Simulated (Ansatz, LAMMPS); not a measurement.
# Structural relaxation of amorphous poly(phenylene vinylene) with methanol (capped chains of 2 units), from a frame at 400 K (168 atoms), part 2 of 3

Wanted: the relaxed structure of amorphous poly(phenylene vinylene) with methanol (capped chains of 2 units), from a frame at 400 K (168 atoms) and its electronic structure.

Ansatz 0.2.0; Kohn-Sham DFT, PBEsol, PAW (set soft_2), plane waves.

The cell: 76 C, 88 H and 4 O. The network of contacts between molecules at the start is that of the classical potential that made the cell. The functional has no dispersion term. The density was typed from a rule of thumb and may lie off the real one at this temperature. Only the Γ point is sampled, in a cell whose shortest periodic width is 12 Å.

So far. Step 3 (Single point at the start): Neighbours are counted within 1.34 Å (H-C), 1.21 Å (H-O), 1.85 Å (C-C), 1.73 Å (C-O).

**4. Relaxation**

The atoms are relaxed in the fixed cell, aiming at the force tolerance of the input.

Contents of input.yaml:

```yaml
crystal:
  lattice:
    - [12.095, 0.0, 0.0]
    - [0.0, 12.095, 0.0]
    - [0.0, 0.0, 12.095]
  atoms:
    [... the 168 atom lines of step 3 ...]
kpoints:
  mp_grid: { grid: [1, 1, 1] }
hamiltonian:
  xc: pbesol
scf:
  occupations: { method: gaussian, width: 0.05 }
output:
  forces: true
relax:
  f_tol: 0.05
  max_steps: 200
```

On the command line:

```
> ansatz run input.yaml --threads 4 --pin off --max-ram 8192MiB --backend cpu --events-out ev --progress --plain --runs-dir out
```

Numbers of over 12 decimals in the logs are rounded to 6 here.

Output:

```text
[...]
Crystal: 168 atoms, lattice volume = 1769.366 Å³
Basis set: ecut = 420 eV, 34505 PW (Γ), exchange–correlation on 162×162×162 points (8 copies of the dense FFT grid, shifted against one another)
Bands: 376, of which v1, the nominal top of the filled ones, is band 208 counted from 1 (207 counted from 0)
Symmetry: 1 space group operations
[...]
k-points: 1
[...]
SCF iter   1: F=—  HF=-22360.746980 eV  |F-HF|=—  |Δ(HF+E_count)|=         —  Δρ=5.05e-3  dr2=5.11e-1  ethr=1.77e-3  ⟨swp⟩=5.0  Hψ=1555  notcnv=0  defer=146
[...]
SCF iter   7: F=-22360.694069 eV  HF=-22360.694068 eV  |F-HF|=1.08e-6  |Δ(HF+E_count)|=   3.18e-5  Δρ=2.05e-5  dr2=9.59e-6  ethr=1.29e-8  ⟨swp⟩=4.0  Hψ=891  notcnv=0
SCF 1 converged in 7 iterations: F = -22360.694069 eV  dr2 = 9.59e-6
[...]
relax step   1: F+E_penalty+E_count = -22360.69406941 eV  Δ(F+E_penalty+E_count) = +0.000e0 eV  max|allowed force component| = 5.567e0 eV/Å  Δτ_max = 0.0000 Å  (7 SCF iters, dr2 threshold 6.25e-5 eV, accepted)
[...]
relax step   2: F+E_penalty+E_count = -22367.40032291 eV  Δ(F+E_penalty+E_count) = -6.706e0 eV  max|allowed force component| = 1.880e0 eV/Å  Δτ_max = 0.1947 Å  (7 SCF iters, dr2 threshold 1.00e-4 eV, accepted)
[...]
relax step   3: F+E_penalty+E_count = -22368.93719541 eV  Δ(F+E_penalty+E_count) = -1.537e0 eV  max|allowed force component| = 9.183e-1 eV/Å  Δτ_max = 0.1932 Å  (6 SCF iters, dr2 threshold 1.00e-4 eV, accepted)
relax step   4: F+E_penalty+E_count = -22369.36505710 eV  Δ(F+E_penalty+E_count) = -4.279e-1 eV  max|allowed force component| = 1.185e0 eV/Å  Δτ_max = 0.1935 Å  (7 SCF iters, dr2 threshold 9.61e-5 eV, accepted)
relax step   5: F+E_penalty+E_count = -22369.63571021 eV  Δ(F+E_penalty+E_count) = -2.707e-1 eV  max|allowed force component| = 8.681e-1 eV/Å  Δτ_max = 0.1909 Å  (7 SCF iters, dr2 threshold 1.00e-4 eV, accepted)
relax step   6: F+E_penalty+E_count = -22369.83575552 eV  Δ(F+E_penalty+E_count) = -2.000e-1 eV  max|allowed force component| = 6.452e-1 eV/Å  Δτ_max = 0.1939 Å  (7 SCF iters, dr2 threshold 1.00e-4 eV, accepted)
relax step   7: F+E_penalty+E_count = -22369.97646985 eV  Δ(F+E_penalty+E_count) = -1.407e-1 eV  max|allowed force component| = 4.026e-1 eV/Å  Δτ_max = 0.1938 Å  (6 SCF iters, dr2 threshold 1.00e-4 eV, accepted)
relax step   8: F+E_penalty+E_count = -22370.08988807 eV  Δ(F+E_penalty+E_count) = -1.134e-1 eV  max|allowed force component| = 2.890e-1 eV/Å  Δτ_max = 0.1932 Å  (6 SCF iters, dr2 threshold 6.31e-5 eV, accepted)
relax step   9: F+E_penalty+E_count = -22370.17703757 eV  Δ(F+E_penalty+E_count) = -8.715e-2 eV  max|allowed force component| = 2.983e-1 eV/Å  Δτ_max = 0.1936 Å  (6 SCF iters, dr2 threshold 3.25e-5 eV, accepted)
relax step  10: F+E_penalty+E_count = -22370.22480189 eV  Δ(F+E_penalty+E_count) = -4.776e-2 eV  max|allowed force component| = 5.208e-1 eV/Å  Δτ_max = 0.1948 Å  (6 SCF iters, dr2 threshold 4.58e-5 eV, accepted)
relax step  11: F+E_penalty+E_count = -22370.26808345 eV  Δ(F+E_penalty+E_count) = -4.328e-2 eV  max|allowed force component| = 3.449e-1 eV/Å  Δτ_max = 0.1192 Å  (5 SCF iters, dr2 threshold 1.00e-4 eV, accepted)
relax step  12: F+E_penalty+E_count = -22370.31090613 eV  Δ(F+E_penalty+E_count) = -4.282e-2 eV  max|allowed force component| = 4.230e-1 eV/Å  Δτ_max = 0.1833 Å  (6 SCF iters, dr2 threshold 5.22e-5 eV, accepted)
relax step  13: F+E_penalty+E_count = -22370.34229753 eV  Δ(F+E_penalty+E_count) = -3.139e-2 eV  max|allowed force component| = 3.882e-1 eV/Å  Δτ_max = 0.1289 Å  (5 SCF iters, dr2 threshold 7.85e-5 eV, accepted)
relax step  14: F+E_penalty+E_count = -22370.37450365 eV  Δ(F+E_penalty+E_count) = -3.221e-2 eV  max|allowed force component| = 3.639e-1 eV/Å  Δτ_max = 0.1314 Å  (6 SCF iters, dr2 threshold 1.00e-4 eV, accepted)
relax step  15: F+E_penalty+E_count = -22370.39836052 eV  Δ(F+E_penalty+E_count) = -2.386e-2 eV  max|allowed force component| = 3.920e-1 eV/Å  Δτ_max = 0.1841 Å  (6 SCF iters, dr2 threshold 1.00e-4 eV, accepted)
relax step  16: F+E_penalty+E_count = -22370.41655537 eV  Δ(F+E_penalty+E_count) = -1.819e-2 eV  max|allowed force component| = 2.533e-1 eV/Å  Δτ_max = 0.1002 Å  (5 SCF iters, dr2 threshold 1.00e-4 eV, accepted)
relax step  17: F+E_penalty+E_count = -22370.43163749 eV  Δ(F+E_penalty+E_count) = -1.508e-2 eV  max|allowed force component| = 1.476e-1 eV/Å  Δτ_max = 0.0674 Å  (6 SCF iters, dr2 threshold 2.68e-5 eV, accepted)
relax step  18: F+E_penalty+E_count = -22370.45239463 eV  Δ(F+E_penalty+E_count) = -2.076e-2 eV  max|allowed force component| = 1.959e-1 eV/Å  Δτ_max = 0.1954 Å  (8 SCF iters, dr2 threshold 7.40e-6 eV, accepted)
relax step  19: F+E_penalty+E_count = -22370.46041548 eV  Δ(F+E_penalty+E_count) = -8.021e-3 eV  max|allowed force component| = 2.879e-1 eV/Å  Δτ_max = 0.1024 Å  (6 SCF iters, dr2 threshold 1.30e-5 eV, accepted)
relax step  20: F+E_penalty+E_count = -22370.47228473 eV  Δ(F+E_penalty+E_count) = -1.187e-2 eV  max|allowed force component| = 2.686e-1 eV/Å  Δτ_max = 0.0800 Å  (5 SCF iters, dr2 threshold 8.29e-5 eV, accepted)
relax step  21: F+E_penalty+E_count = -22370.48996694 eV  Δ(F+E_penalty+E_count) = -1.768e-2 eV  max|allowed force component| = 1.377e-1 eV/Å  Δτ_max = 0.1462 Å  (6 SCF iters, dr2 threshold 6.28e-5 eV, accepted)
relax step  22: F+E_penalty+E_count = -22370.49760517 eV  Δ(F+E_penalty+E_count) = -7.638e-3 eV  max|allowed force component| = 2.465e-1 eV/Å  Δτ_max = 0.1982 Å  (8 SCF iters, dr2 threshold 4.99e-6 eV, accepted)
relax step  23: F+E_penalty+E_count = -22370.50800200 eV  Δ(F+E_penalty+E_count) = -1.040e-2 eV  max|allowed force component| = 1.779e-1 eV/Å  Δτ_max = 0.0520 Å  (5 SCF iters, dr2 threshold 1.60e-5 eV, accepted)
relax step  24: F+E_penalty+E_count = -22370.51817497 eV  Δ(F+E_penalty+E_count) = -1.017e-2 eV  max|allowed force component| = 8.339e-2 eV/Å  Δτ_max = 0.0590 Å  (5 SCF iters, dr2 threshold 1.65e-5 eV, accepted)
relax step  25: F+E_penalty+E_count = -22370.52759413 eV  Δ(F+E_penalty+E_count) = -9.419e-3 eV  max|allowed force component| = 6.970e-2 eV/Å  Δτ_max = 0.1551 Å  (9 SCF iters, accepted)
relax step  26: F+E_penalty+E_count = -22370.53447509 eV  Δ(F+E_penalty+E_count) = -6.881e-3 eV  max|allowed force component| = 1.235e-1 eV/Å  Δτ_max = 0.1965 Å  (9 SCF iters, accepted)
[...]
relax step  31: F+E_penalty+E_count = -22370.55125927 eV  Δ(F+E_penalty+E_count) = -1.969e-3 eV  max|allowed force component| = 1.153e-1 eV/Å  Δτ_max = 0.0891 Å  (6 SCF iters, dr2 threshold 9.64e-6 eV, accepted)
relax step  32: F+E_penalty+E_count = -22370.55321646 eV  Δ(F+E_penalty+E_count) = -1.957e-3 eV  max|allowed force component| = 7.829e-2 eV/Å  Δτ_max = 0.0447 Å  (5 SCF iters, dr2 threshold 1.09e-5 eV, accepted)
relax step  33: F+E_penalty+E_count = -22370.55478442 eV  Δ(F+E_penalty+E_count) = -1.568e-3 eV  max|allowed force component| = 3.437e-2 eV/Å  Δτ_max = 0.0378 Å  (6 SCF iters, dr2 threshold 2.83e-6 eV, accepted)
relax step  34: F+E_penalty+E_count = -22370.55478461 eV  Δ(F+E_penalty+E_count) = -1.867e-7 eV  max|allowed force component| = 3.437e-2 eV/Å  Δτ_max = 0.0000 Å  (3 SCF iters, accepted)
relax step  35: F+E_penalty+E_count = -22370.55610525 eV  Δ(F+E_penalty+E_count) = -1.321e-3 eV  max|allowed force component| = 3.403e-2 eV/Å  Δτ_max = 0.0971 Å  (8 SCF iters, accepted)
relax step  36: F+E_penalty+E_count = -22370.55689017 eV  Δ(F+E_penalty+E_count) = -7.849e-4 eV  max|allowed force component| = 4.651e-2 eV/Å  Δτ_max = 0.0618 Å  (8 SCF iters, accepted)
relax step  37: F+E_penalty+E_count = -22370.55806357 eV  Δ(F+E_penalty+E_count) = -1.173e-3 eV  max|allowed force component| = 6.505e-2 eV/Å  Δτ_max = 0.0752 Å  (8 SCF iters, accepted)
relax step  38: F+E_penalty+E_count = -22370.55947193 eV  Δ(F+E_penalty+E_count) = -1.408e-3 eV  max|allowed force component| = 7.655e-2 eV/Å  Δτ_max = 0.0869 Å  (6 SCF iters, dr2 threshold 4.23e-6 eV, accepted)
relax step  39: F+E_penalty+E_count = -22370.56089620 eV  Δ(F+E_penalty+E_count) = -1.424e-3 eV  max|allowed force component| = 7.681e-2 eV/Å  Δτ_max = 0.1078 Å  (6 SCF iters, dr2 threshold 5.86e-6 eV, accepted)
relax step  40: F+E_penalty+E_count = -22370.56254855 eV  Δ(F+E_penalty+E_count) = -1.652e-3 eV  max|allowed force component| = 1.083e-1 eV/Å  Δτ_max = 0.1584 Å  (7 SCF iters, dr2 threshold 5.90e-6 eV, accepted)
relax step  41: F+E_penalty+E_count = -22370.56445271 eV  Δ(F+E_penalty+E_count) = -1.904e-3 eV  max|allowed force component| = 1.015e-1 eV/Å  Δτ_max = 0.0400 Å  (5 SCF iters, dr2 threshold 1.17e-5 eV, accepted)
relax step  42: F+E_penalty+E_count = -22370.56678250 eV  Δ(F+E_penalty+E_count) = -2.330e-3 eV  max|allowed force component| = 5.590e-2 eV/Å  Δτ_max = 0.0481 Å  (6 SCF iters, dr2 threshold 9.05e-6 eV, accepted)
[...]
relax step  43: F+E_penalty+E_count = -22370.56874125 eV  Δ(F+E_penalty+E_count) = -1.959e-3 eV  max|allowed force component| = 3.982e-2 eV/Å  Δτ_max = 0.0775 Å  (8 SCF iters, accepted)
SCF converged after 8 iterations
Free energy (F): -22370.568741 eV
[...]
Internal energy: -22370.568741 eV  (E = F + TS)
E sigma→0 (E₀):  -22370.568741 eV
Fermi energy:    1.280253 eV
[...]
--- Forces (eV/Å), atoms counted from 1 ---
  atom   1  C      0.01738164     0.00342166    -0.00649096
  atom   2  C     -0.00139979     0.00010735     0.00605465
  atom   3  C     -0.00119719    -0.00359987     0.00142308
  atom   4  C      0.00132789     0.00307735    -0.00229421
  atom   5  C      0.00581166     0.00413399     0.00303921
  atom   6  C     -0.01049070    -0.00913537    -0.00271306
  atom   7  C      0.00136304     0.00503852    -0.00544493
  atom   8  C      0.00151951    -0.00270981     0.00564745
  atom   9  C      0.00194657    -0.00696279     0.00492154
  atom  10  C      0.00360773     0.00012959    -0.00053425
  atom  11  C     -0.00254107    -0.00382908    -0.00018968
  atom  12  C      0.00369331     0.00322711    -0.00363322
  atom  13  C     -0.00109337     0.00058519     0.00066912
  atom  14  C     -0.00088210    -0.00031350    -0.00013272
[...]
atom 167  H      0.00532550    -0.00479900     0.02545804
  atom 168  H     -0.00945137     0.01409015     0.00689376
  max |Σ_I F_I| component: 3.60e-5 eV/Å
--- Relaxed structure (43 steps of the walk, 43 accepted, 0 SCFs on fresh bases) ---
  F+E_penalty+E_count = -22370.56874125 eV   max|allowed force component| = 3.982e-2 eV/Å
  atoms:
    - { symbol: C, position: [0.933126, 0.126292, 0.217961] }
    - { symbol: C, position: [0.844900, 0.074092, 0.286465] }
    - { symbol: C, position: [0.776833, -0.00876843, 0.243291] }
    - { symbol: C, position: [0.699423, 0.937768, 0.309182] }
[...]
- { symbol: H, position: [0.135880, 0.289091, 0.481772] }
```

Wall time 8.2 min (4 threads of Arm Neoverse V2, shared host); peak memory 2.1 GiB.

The steps of the relaxation (22 of 43):

```
step  energy less that of the first step (eV)  largest force component (eV/Å)
   1                                   0.0000                          5.5671
   3                                  -8.2431                          0.9183
   5                                  -8.9416                          0.8681
   7                                  -9.2824                          0.4026
   9                                  -9.4830                          0.2983
  11                                  -9.5740                          0.3449
  13                                  -9.6482                          0.3882
  15                                  -9.7043                          0.3920
  17                                  -9.7376                          0.1476
  19                                  -9.7663                          0.2879
  21                                  -9.7959                          0.1377
  23                                  -9.8139                          0.1779
  25                                  -9.8335                          0.0697
  27                                  -9.8438                          0.1370
  29                                  -9.8533                          0.1004
  31                                  -9.8572                          0.1153
  33                                  -9.8607                          0.0344
  35                                  -9.8620                          0.0340
  37                                  -9.8640                          0.0650
  39                                  -9.8668                          0.0768
  41                                  -9.8704                          0.1015
  43                                  -9.8747                          0.0398
```

The atoms that moved most (Å):

```csv
atom,dx,dy,dz,length
H159,-2.079,0.433,0.713,2.241
H21,-1.012,1.276,-1.504,2.217
H161,-1.884,0.048,1.084,2.174
H160,-1.474,-0.879,1.111,2.044
H20,-0.422,-0.670,-1.877,2.037
H166,-1.807,-0.918,0.124,2.031
C157,-1.799,-0.194,0.669,1.929
H162,-1.721,-0.561,-0.412,1.857
```

The relaxation changed the energy by -58.8 meV/atom, and atoms moved by 0.94 Å r.m.s., 2.2 Å at most.

**5. Local order after relaxation**

Bonds before and after, by the cutoffs listed below:

| pair | bonds before | bonds after | mean before (Å) | mean after (Å) | spread before (Å) | spread after (Å) |
| --- | --- | --- | --- | --- | --- | --- |
| H-C | 84 | 84 | 1.093 | 1.100 | 0.033 | 0.004 |
| H-O | 4 | 4 | 1.002 | 0.993 | 0.021 | 0.012 |
| C-C | 76 | 76 | 1.404 | 1.411 | 0.055 | 0.038 |
| C-O | 4 | 4 | 1.395 | 1.417 | 0.033 | 0.007 |

Density 1 g/cm³, 10.53 Å³ an atom.

g(r), total and by pair (bins of 0.2 Å):

| r (Å) | total | H-H | H-C | H-O | C-C | C-O | O-O |
| --- | --- | --- | --- | --- | --- | --- | --- |
| 0.90 | 0.10 | 0.00 | 0.00 | 4.21 | 0.00 | 0.00 | 0.00 |
| 1.10 | 3.59 | 0.00 | 7.39 | 3.81 | 0.00 | 0.00 | 0.00 |
| 1.30 | 0.75 | 0.00 | 0.00 | 0.00 | 3.66 | 0.00 | 0.00 |
| 1.50 | 1.25 | 0.00 | 0.00 | 0.00 | 5.65 | 4.56 | 0.00 |
| 1.70 | 0.59 | 2.02 | 0.00 | 1.47 | 0.00 | 0.00 | 0.00 |
| 1.90 | 0.07 | 0.05 | 0.11 | 0.00 | 0.00 | 0.00 | 0.00 |
| 2.10 | 1.52 | 0.40 | 2.68 | 5.58 | 0.00 | 0.00 | 0.00 |
| 2.30 | 0.37 | 1.04 | 0.09 | 0.00 | 0.22 | 0.00 | 0.00 |
| 2.50 | 1.34 | 1.77 | 0.13 | 1.63 | 3.66 | 0.00 | 0.00 |
| 2.70 | 1.09 | 1.05 | 1.41 | 0.57 | 0.51 | 0.00 | 25.05 |
| 2.90 | 0.53 | 0.72 | 0.57 | 0.48 | 0.27 | 0.00 | 0.00 |
| 3.10 | 0.69 | 0.87 | 0.77 | 0.81 | 0.29 | 0.47 | 0.00 |
| 3.30 | 0.83 | 0.79 | 1.15 | 1.49 | 0.04 | 1.27 | 0.00 |
| 3.50 | 1.06 | 1.16 | 1.28 | 1.29 | 0.27 | 2.46 | 0.00 |
| 3.70 | 0.98 | 0.93 | 0.82 | 1.48 | 1.36 | 0.68 | 0.00 |
| 3.90 | 1.08 | 1.12 | 1.06 | 0.94 | 1.08 | 1.06 | 0.00 |
| 4.10 | 1.01 | 0.76 | 1.31 | 0.70 | 0.66 | 1.39 | 0.00 |
| 4.30 | 1.12 | 1.20 | 1.00 | 0.75 | 1.31 | 1.38 | 4.60 |
| 4.50 | 1.06 | 1.06 | 1.03 | 1.19 | 1.11 | 1.13 | 0.00 |
| 4.70 | 1.04 | 1.19 | 1.05 | 0.72 | 0.89 | 0.84 | 0.00 |
| 4.90 | 1.06 | 1.05 | 1.12 | 0.67 | 1.04 | 0.68 | 0.00 |
| 5.10 | 1.05 | 0.89 | 1.12 | 0.94 | 1.11 | 1.07 | 0.00 |
| 5.30 | 0.95 | 0.92 | 0.91 | 1.06 | 1.07 | 0.91 | 0.00 |
| 5.50 | 1.00 | 1.06 | 0.95 | 1.19 | 1.00 | 0.92 | 0.00 |
| 5.70 | 0.97 | 0.89 | 0.94 | 1.23 | 1.05 | 1.50 | 0.00 |
| 5.90 | 0.95 | 0.90 | 0.93 | 0.74 | 1.09 | 1.06 | 0.00 |

Bonds by pair of elements; cutoffs follow the first minimum of g(r), held within bounds set by covalent radii, and pairs that aren't listed don't count as bonded:

```
pair A-B  cutoff (Å)  bonds  mean length (Å)  spread (Å)  shortest (Å)  B about A  A about B
     H-C        1.34     84              1.1       0.004          1.09      0.955       1.10
     H-O        1.21      4            0.993       0.012         0.981      0.045          1
     C-C        1.85     76             1.41       0.038          1.34          2          2
     C-O        1.73      4             1.42       0.007          1.41      0.053          1
```

How many atoms have how many bonded neighbours:

| element | mean | 1 | 2 | 3 | 4 |
| --- | --- | --- | --- | --- | --- |
| C | 3.16 | 0 | 0 | 64 | 12 |
| H | 1 | 88 | 0 | 0 | 0 |
| O | 2 | 0 | 4 | 0 | 0 |

Bond angles, per cent of each kind in bins of 5°:

```csv
angle (°),C-C-H,C-C-C,H-C-H,H-C-O
105–110,0.8,0.0,100.0,33.3
110–115,21.7,0.0,0.0,66.7
115–120,72.5,27.1,0.0,0.0
120–125,5.0,60.4,0.0,0.0
125–130,0.0,12.5,0.0,0.0
```

Bond angles (no mean is given where the spread exceeds 20°):

| angle | count | mean (°) | spread (°) |
| --- | --- | --- | --- |
| C-C-H | 120 | 117 | 3.2 |
| C-C-C | 96 | 121 | 2.6 |
| H-C-H | 36 | 108 | 0.9 |
| H-C-O | 12 | 111 | 2 |
| C-O-H | 4 | 108 | 0.7 |

Bond length by coordination (bonds to H left out):

```csv
element,coordination,atoms,mean bond length (Å)
C,3,64,1.41
C,4,12,1.46
```

Rings of the network by King's shortest-path rule, up to 12 atoms, one path for each pair of neighbours; H, halogens, alkali and alkaline-earth atoms are left out, and the last column divides by all other atoms, bonded or not:

| ring size (atoms) | rings | per network atom |
| --- | --- | --- |
| 6 | 8 | 0.1 |

With the cutoffs above, 84 % of C atoms have 3, all H atoms have 1 and all O atoms have 2 bonded neighbours. The C-C-H angle averages 117° with a spread of 3°. All rings counted have 6 atoms.

(Continued in part 3 of 3.)

[Logs are printed without paths, hosts, clocks, repeated set-up lines and the standing remarks that a program may print on its own settings, such as how far it seeks lower states.]

[Hosts, paths, dates, database ids (printed as entryN), source tags and the programs' standing remarks are cut or masked in the printed files.]
